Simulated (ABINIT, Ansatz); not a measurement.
# Osmium (P6_3/mmc): from the cell to the phonon bands, part 3 of 4

Aim: the phonon dispersion of Osmium (P6_3/mmc), checked by a second program.

ABINIT 10.8.3; DFT PBE, scalar-relativistic, plane waves, PseudoDojo norm-conserving pseudopotentials.

So far. Step 4 (Self-consistent run for the response): The cell stands at -0.69 GPa: the relaxation ran with a smoothed and higher cutoff, and the difference is a stress of the finite basis. Step 5 (Zone-centre response): The acoustic modes at Γ come out as far as 3.9 cm⁻¹ from zero, where they should vanish, a small numerical error. The relaxed cell has a = 2.751, c = 4.352 Å (conventional setting).

**7. Interpolated phonon bands**

anaddb transforms the dynamical matrices to force constants and back along the path; points of the mesh come back as solved, but for the sum rule and, in polar crystals, the LO-TO term at Γ; the rest is interpolation.

File anaddb.abi:

```
ddb_filepath "all_DDB"
output_file "anaddb.abo"
outdata_prefix "anaddb"
ifcflag 1
ngqpt 3 3 2
nqshft 1
q1shft 0.0 0.0 0.0
asr 1
chneut 0
dipdip 0
dipquad 0
quadquad 0
enunit 0
eivec 0
nph1l 93
qph1l 
    0.0 0.0 0.0 1.0
    0.05 0.0 0.0 1.0
    0.1 0.0 0.0 1.0
    0.15 0.0 0.0 1.0
    0.2 0.0 0.0 1.0
    0.25 0.0 0.0 1.0
    0.3 0.0 0.0 1.0
    0.35 0.0 0.0 1.0
    0.4 0.0 0.0 1.0
    0.45 0.0 0.0 1.0
    0.5 0.0 0.0 1.0
    0.48333333 0.03333333 0.0 1.0
    0.46666667 0.06666667 0.0 1.0
    0.45 0.1 0.0 1.0
    0.43333333 0.13333333 0.0 1.0
    0.41666667 0.16666667 0.0 1.0
    0.4 0.2 0.0 1.0
    0.38333333 0.23333333 0.0 1.0
    0.36666667 0.26666667 0.0 1.0
    0.35 0.3 0.0 1.0
    0.33333333 0.33333333 0.0 1.0
    0.3 0.3 0.0 1.0
    0.26666667 0.26666667 0.0 1.0
    0.23333333 0.23333333 0.0 1.0
    0.2 0.2 0.0 1.0
    0.16666667 0.16666667 0.0 1.0
    0.13333333 0.13333333 0.0 1.0
    0.1 0.1 0.0 1.0
    0.06666667 0.06666667 0.0 1.0
    0.03333333 0.03333333 0.0 1.0
    0.0 0.0 0.0 1.0
    0.0 0.0 0.05 1.0
    0.0 0.0 0.1 1.0
    0.0 0.0 0.15 1.0
    0.0 0.0 0.2 1.0
    0.0 0.0 0.25 1.0
    0.0 0.0 0.3 1.0
    0.0 0.0 0.35 1.0
    0.0 0.0 0.4 1.0
    0.0 0.0 0.45 1.0
    0.0 0.0 0.5 1.0
    0.05 0.0 0.5 1.0
    0.1 0.0 0.5 1.0
    0.15 0.0 0.5 1.0
    0.2 0.0 0.5 1.0
    0.25 0.0 0.5 1.0
    0.3 0.0 0.5 1.0
    0.35 0.0 0.5 1.0
    0.4 0.0 0.5 1.0
    0.45 0.0 0.5 1.0
    0.5 0.0 0.5 1.0
    0.48333333 0.03333333 0.5 1.0
    0.46666667 0.06666667 0.5 1.0
    0.45 0.1 0.5 1.0
    0.43333333 0.13333333 0.5 1.0
    0.41666667 0.16666667 0.5 1.0
    0.4 0.2 0.5 1.0
    0.38333333 0.23333333 0.5 1.0
    0.36666667 0.26666667 0.5 1.0
    0.35 0.3 0.5 1.0
    0.33333333 0.33333333 0.5 1.0
    0.3 0.3 0.5 1.0
    0.26666667 0.26666667 0.5 1.0
    0.23333333 0.23333333 0.5 1.0
    0.2 0.2 0.5 1.0
    0.16666667 0.16666667 0.5 1.0
    0.13333333 0.13333333 0.5 1.0
    0.1 0.1 0.5 1.0
    0.06666667 0.06666667 0.5 1.0
    0.03333333 0.03333333 0.5 1.0
    0.0 0.0 0.5 1.0
    0.5 0.0 0.5 1.0
    0.5 0.0 0.45 1.0
    0.5 0.0 0.4 1.0
    0.5 0.0 0.35 1.0
    0.5 0.0 0.3 1.0
    0.5 0.0 0.25 1.0
    0.5 0.0 0.2 1.0
    0.5 0.0 0.15 1.0
    0.5 0.0 0.1 1.0
    0.5 0.0 0.05 1.0
    0.5 0.0 0.0 1.0
    0.33333333 0.33333333 0.5 1.0
    0.33333333 0.33333333 0.45 1.0
    0.33333333 0.33333333 0.4 1.0
    0.33333333 0.33333333 0.35 1.0
    0.33333333 0.33333333 0.3 1.0
    0.33333333 0.33333333 0.25 1.0
    0.33333333 0.33333333 0.2 1.0
    0.33333333 0.33333333 0.15 1.0
    0.33333333 0.33333333 0.1 1.0
    0.33333333 0.33333333 0.05 1.0
    0.33333333 0.33333333 0.0 1.0
```

File mrgddb.in:

```
all_DDB
merged
6
dfpt_gammao_DDB
dfpt_qo_DS1_DDB
dfpt_qo_DS2_DDB
dfpt_qo_DS3_DDB
dfpt_qo_DS4_DDB
dfpt_qo_DS5_DDB
```

Launch:

```
$ mrgddb < mrgddb.in > mrgddb.log
$ OMP_NUM_THREADS=1 anaddb anaddb.abi > anaddb.log
```

anaddb.abo, the main output file:

```text
[banners, grids, parts of the stress and lines that vanish by symmetry left out]
-outvars_anaddb: echo values of input variables ----------------------

 Flags :
[...]
Phonon wavevector (reduced coordinates) :  0.00000  0.00000  0.00000
 Phonon energies in Hartree :
[...]
Phonon frequencies in cm-1    :
-  0.000000E+00  0.000000E+00  0.000000E+00  1.553971E+02  1.553971E+02
-  2.145087E+02
[...]
Phonon wavevector (reduced coordinates) :  0.05000  0.00000  0.00000
 Phonon energies in Hartree :
[...]
Phonon frequencies in cm-1    :
-  2.080136E+01  2.514119E+01  3.389995E+01  1.563464E+02  1.566930E+02
-  2.129707E+02
[...]
Phonon wavevector (reduced coordinates) :  0.10000  0.00000  0.00000
 Phonon energies in Hartree :
[...]
Phonon frequencies in cm-1    :
-  4.093546E+01  4.928923E+01  6.670473E+01  1.590059E+02  1.604005E+02
-  2.084759E+02
[...]
Phonon wavevector (reduced coordinates) :  0.15000  0.00000  0.00000
 Phonon energies in Hartree :
[...]
Phonon frequencies in cm-1    :
-  5.977197E+01  7.153764E+01  9.738998E+01  1.628827E+02  1.660333E+02
-  2.013801E+02
[...]
Phonon wavevector (reduced coordinates) :  0.20000  0.00000  0.00000
 Phonon energies in Hartree :
[...]
Phonon frequencies in cm-1    :
-  7.675432E+01  9.114416E+01  1.250628E+02  1.673500E+02  1.729275E+02
-  1.922688E+02
[...]
Phonon wavevector (reduced coordinates) :  0.25000  0.00000  0.00000
 Phonon energies in Hartree :
[...]
Phonon frequencies in cm-1    :
-  9.143474E+01  1.075886E+02  1.490001E+02  1.718201E+02  1.803821E+02
-  1.819428E+02
  Phonon wavevector (reduced coordinates) :  0.30000  0.00000  0.00000
 Phonon energies in Hartree :
[...]
Phonon frequencies in cm-1    :
-  1.035037E+02  1.205968E+02  1.686441E+02  1.713907E+02  1.758497E+02
-  1.877775E+02
  Phonon wavevector (reduced coordinates) :  0.35000  0.00000  0.00000
 Phonon energies in Hartree :
[...]
Phonon frequencies in cm-1    :
-  1.128060E+02  1.301077E+02  1.617526E+02  1.791605E+02  1.835190E+02
-  1.947012E+02
  Phonon wavevector (reduced coordinates) :  0.40000  0.00000  0.00000
 Phonon energies in Hartree :
[...]
Phonon frequencies in cm-1    :
-  1.193326E+02  1.361477E+02  1.542881E+02  1.816011E+02  1.931962E+02
-  2.009669E+02
  Phonon wavevector (reduced coordinates) :  0.45000  0.00000  0.00000
 Phonon energies in Hartree :
[...]
Phonon frequencies in cm-1    :
-  1.231735E+02  1.387837E+02  1.501789E+02  1.830928E+02  1.981459E+02
-  2.057192E+02
  Phonon wavevector (reduced coordinates) :  0.50000  0.00000  0.00000
 Phonon energies in Hartree :
[...]
Phonon frequencies in cm-1    :
-  1.244379E+02  1.391851E+02  1.491733E+02  1.835946E+02  1.996394E+02
-  2.074810E+02
  Phonon wavevector (reduced coordinates) :  0.48333  0.03333  0.00000
 Phonon energies in Hartree :
[...]
Phonon frequencies in cm-1    :
-  1.252521E+02  1.391561E+02  1.490037E+02  1.832689E+02  1.993231E+02
-  2.078152E+02
  Phonon wavevector (reduced coordinates) :  0.46667  0.06667  0.00000
 Phonon energies in Hartree :
[...]
Phonon frequencies in cm-1    :
-  1.276290E+02  1.390775E+02  1.485037E+02  1.823726E+02  1.983808E+02
-  2.087411E+02
  Phonon wavevector (reduced coordinates) :  0.45000  0.10000  0.00000
 Phonon energies in Hartree :
[...]
Phonon frequencies in cm-1    :
-  1.313847E+02  1.389730E+02  1.477008E+02  1.810977E+02  1.968310E+02
-  2.100790E+02
[...]
Phonon wavevector (reduced coordinates) :  0.10000  0.00000  0.50000
 Phonon energies in Hartree :
[...]
Phonon frequencies in cm-1    :
-  1.148348E+02  1.148348E+02  1.202141E+02  1.202141E+02  1.780485E+02
-  1.780485E+02
  Phonon wavevector (reduced coordinates) :  0.15000  0.00000  0.50000
 Phonon energies in Hartree :
[...]
Phonon frequencies in cm-1    :
-  1.175325E+02  1.175325E+02  1.279797E+02  1.279797E+02  1.852509E+02
-  1.852509E+02
  Phonon wavevector (reduced coordinates) :  0.20000  0.00000  0.50000
 Phonon energies in Hartree :
[...]
Phonon frequencies in cm-1    :
-  1.212634E+02  1.212634E+02  1.365022E+02  1.365022E+02  1.934680E+02
-  1.934680E+02
  Phonon wavevector (reduced coordinates) :  0.25000  0.00000  0.50000
 Phonon energies in Hartree :
[...]
Phonon frequencies in cm-1    :
-  1.258979E+02  1.258979E+02  1.445822E+02  1.445822E+02  2.015239E+02
-  2.015239E+02
  Phonon wavevector (reduced coordinates) :  0.30000  0.00000  0.50000
 Phonon energies in Hartree :
[...]
Phonon frequencies in cm-1    :
-  1.310980E+02  1.310980E+02  1.514463E+02  1.514463E+02  2.085371E+02
-  2.085371E+02
  Phonon wavevector (reduced coordinates) :  0.35000  0.00000  0.50000
 Phonon energies in Hartree :
[...]
Phonon frequencies in cm-1    :
-  1.362978E+02  1.362978E+02  1.567284E+02  1.567284E+02  2.140053E+02
-  2.140053E+02
[...]
Phonon wavevector (reduced coordinates) :  0.33333  0.33333  0.05000
 Phonon energies in Hartree :
[...]
Phonon frequencies in cm-1    :
-  1.403932E+02  1.403932E+02  1.706336E+02  1.742012E+02  1.742012E+02
-  2.178987E+02
  Phonon wavevector (reduced coordinates) :  0.33333  0.33333  0.00000
 Phonon energies in Hartree :
[...]
Phonon frequencies in cm-1    :
-  1.399001E+02  1.399001E+02  1.702289E+02  1.740205E+02  1.740205E+02
-  2.181074E+02
-
```

Elapsed: 0.5 s, on 1 thread of Arm Neoverse V2, shared host.

This step gave:

```yaml
lowest_frequency_on_the_path: 0 cm⁻¹
```

Anaddb. Phonon branches along the path, in cm⁻¹:

```tsv
point	branch 1	branch 2	branch 3	branch 4	branch 5	branch 6
Γ	0	0	0	155	155	214
halfway	91	108	149	172	180	182
M	124	139	149	184	200	208
halfway	139	142	145	178	192	213
K	140	140	170	174	174	218
halfway	107	118	157	173	182	182
Γ	0	0	0	155	155	214
halfway	62	62	100	145	145	206
A	113	113	113	113	171	171
halfway	126	126	145	145	202	202
L	145	145	163	163	221	221
halfway	146	146	173	173	213	213
H	148	148	190	190	198	198
halfway	129	129	153	153	205	205
A	113	113	113	113	171	171
jump to L	145	145	163	163	221	221
halfway	138	142	147	179	210	214
M	124	139	149	184	200	208
jump to H	148	148	190	190	198	198
halfway	147	147	179	180	180	213
K	140	140	170	174	174	218
```

The phonon branches as a text plot (rows in cm⁻¹):

```
    216 |*        ******     ***        *****            **    **
    207 | *     **      *   *   *      *     ** ****      *****
    198 |  *  *****      * *     *    *        *    *       *
    188 |   **     *   ****          *        ***    *       *
    179 |    ******** *   *       * *        *   *    *   *** **
    170 |  ***       *******       *        *          ***     **
    161 |***  *     * *  *  **    *     ****      *
    152 |      *** *   **     **       *      ***  *     * ****
    142 |       ********        *     *  *****   *  *    ****  **
    133 |     **  *     ***      *     **         ** *     *
    124 |   **  **       *        * ***             * *     *
    115 |     **                   ***               ****
    106 |    *            **      *
     97 |  *                    *
     87 |   *             *      *
     78 |   *              **
     69 | **               *
     60 |  *                *   *
     51 | *                 *
     41 | *                  * *
     32 |*                   *
     23 |*                   * *
     14 |
      5 |                     *
         Γ      M    K        Γ   A       L    H       A|L M|H  K
```

All branches are real along the path.

**8. Sums over the zone**

Sums over the zone need many more wavevectors than were solved, so the interpolation is sampled on a dense mesh.

File anaddb.abi:

```
ddb_filepath "all_DDB"
output_file "anaddb.abo"
outdata_prefix "anaddb"
ifcflag 1
ngqpt 3 3 2
nqshft 1
q1shft 0.0 0.0 0.0
asr 1
chneut 0
dipdip 0
dipquad 0
quadquad 0
prtdos 2
ng2qpt 19 19 10
dosdeltae 4.5563e-06
ntemper 11
temperinc 100.0
tempermin 0.0
```

Launch:

```
$ OMP_NUM_THREADS=1 anaddb anaddb.abi > anaddb.log
```

anaddb.abo, the main output file:

```text
-outvars_anaddb: echo values of input variables ----------------------

 Flags :
     ifcflag         1
 Miscellaneous information :
         asr         1
      chneut         0
 Interatomic Force Constants Inputs :
      dipdip         0
     dipquad         0
    quadquad         0
      ifcana         0
      ifcout         0
 Description of grid 1 :
        brav         1
       ngqpt         3         3         2
      nqshft         1
      q1shft
                     0.00000000E+00  0.00000000E+00  0.00000000E+00
 Phonon DOS information :
   dosdeltae  4.55630000E-06
    dossmear  4.55633525E-06
 Description of grid 2 (Fourier interp. or BZ sampling):
      ng2qpt        19        19        10
      ngrids         4
      q2shft         0.00000000E+00  0.00000000E+00  0.00000000E+00

================================================================================

 read the DDB information and perform some checks

  ==== Info on the Cryst% object ====
 Real(R)+Recip(G) space primitive vectors, cartesian coordinates (Bohr,Bohr^-1):
 R(1)=  5.1986241  0.0000000  0.0000000  G(1)=  0.1923586  0.1110583  0.0000000
 R(2)= -2.5993120  4.5021405  0.0000000  G(2)=  0.0000000  0.2221166  0.0000000
 R(3)=  0.0000000  0.0000000  8.2240083  G(3)=  0.0000000  0.0000000  0.1215952
 Unit cell volume ucvol=  1.9248239E+02 bohr^3
 Angles (23,13,12)=  9.00000000E+01  9.00000000E+01  1.20000000E+02 degrees
 Time-reversal symmetry is present
 Reduced atomic positions [iatom, xred, symbol]:
    1)    0.3333333  0.6666667  0.2500000  Os
    2)    0.6666667  0.3333333  0.7500000  Os

 DDB file with 6 blocks has been read.

================================================================================

 Calculation of the interatomic forces

       Homogeneous q point set in the B.Z.
 Grid q points  :       18
  1)   0.00000000E+00  0.00000000E+00  0.00000000E+00
  2)   3.33333333E-01  0.00000000E+00  0.00000000E+00
  3)  -3.33333333E-01  0.00000000E+00  0.00000000E+00
  4)   0.00000000E+00  3.33333333E-01  0.00000000E+00
  5)   3.33333333E-01  3.33333333E-01  0.00000000E+00
  6)  -3.33333333E-01  3.33333333E-01  0.00000000E+00
  7)   0.00000000E+00 -3.33333333E-01  0.00000000E+00
  8)   3.33333333E-01 -3.33333333E-01  0.00000000E+00
  9)  -3.33333333E-01 -3.33333333E-01  0.00000000E+00
 10)   0.00000000E+00  0.00000000E+00  5.00000000E-01
 11)   3.33333333E-01  0.00000000E+00  5.00000000E-01
 12)  -3.33333333E-01  0.00000000E+00  5.00000000E-01
 13)   0.00000000E+00  3.33333333E-01  5.00000000E-01
 14)   3.33333333E-01  3.33333333E-01  5.00000000E-01
 15)  -3.33333333E-01  3.33333333E-01  5.00000000E-01
 16)   0.00000000E+00 -3.33333333E-01  5.00000000E-01
 17)   3.33333333E-01 -3.33333333E-01  5.00000000E-01
 18)  -3.33333333E-01 -3.33333333E-01  5.00000000E-01

 The interatomic forces have been obtained

================================================================================

 Calculation of phonon density of states

 Average speed of sound partial sums:     0.1626554117E-02 (at units)
-                                   =           3.5584 [km/s]

 Debye frequency from partial sums:     0.1098049312E-02 (Ha)
-                                 =     0.7224817402E+01 (THz)
-Debye temperature from partial sums:     0.3467365487E+03 (K)

 Average speed of sound:     0.1699773134E-02 (at units)
-                      =           3.7186 [km/s]

 Debye frequency from DOS:     0.1147477788E-02 (Ha)
-                        =     0.7550041153E+01 (THz)
-Debye temperature from DOS:     0.3623448271E+03 (K)

-
```

Elapsed: 0.61 s, on 1 thread.

Numbers from this step:

```yaml
share_of_modes_beyond_3i_cm_minus1_on_the_dense_interpolated_mesh: 0
zero_point_energy_per_atom: 29.92 meV
heat_capacity_at_300_k: 23.69 J/(mol atoms K)
vibrational_entropy_at_300_k: 32.77 J/(mol atoms K)
```

The phonon density of states has structure finer than the step of the table below, so its rows give means over 10 cm⁻¹, whole bins alone (the curve runs from -30 to 248 cm⁻¹). Peaks (cm⁻¹: height): 145.0: 0.136, 178.0: 0.0751, 210.0: 0.0873.

Tetrahedra. Phonon density of states against wavenumber; means over each step:

```tsv
wavenumber (cm⁻¹)	phonon density of states (1/cm⁻¹/cell)
0	1.5e-6
10	3.9e-5
20	1.7e-4
30	5.7e-4
40	0.00108
50	0.00183
60	0.00277
70	0.00405
80	0.00576
90	0.00811
100	0.0115
110	0.0168
120	0.0249
130	0.0408
140	0.0888
150	0.0759
160	0.0460
170	0.0506
180	0.0494
190	0.0327
200	0.0558
210	0.0701
220	0.0118
230	0
```

Harmonic thermodynamic functions per atom, summed over the density of states scaled to three modes an atom; melting is ignored. Thermodynamic functions:

```tsv
T (K)	F_vib (meV/atom)	S (J/mol-atom/K)	C_V (J/mol-atom/K)
0	29.92	0	0
50	29.68	2.023	6.015
100	26.7	9.765	16.23
200	9.04	23.42	22.25
300	-20.35	32.77	23.69
400	-58.05	39.67	24.23
500	-102.1	45.11	24.48
600	-151.2	49.58	24.62
700	-204.6	53.39	24.71
800	-261.7	56.69	24.76
900	-322	59.61	24.8
1000	-385.2	62.22	24.83
```

At 300 K the heat capacity has reached 95 % of the Dulong-Petit value.

(Part 3 of 4 ends here.)

[Host names and launcher messages were left out of these logs when they were recorded.]

[Logs are printed without paths, hosts, clocks, repeated set-up lines and the standing remarks that a program may print on its own settings, such as how far it seeks lower states.]

[Hosts, paths, dates, database ids (printed as entryN), source tags and the programs' standing remarks are cut or masked in the printed files.]
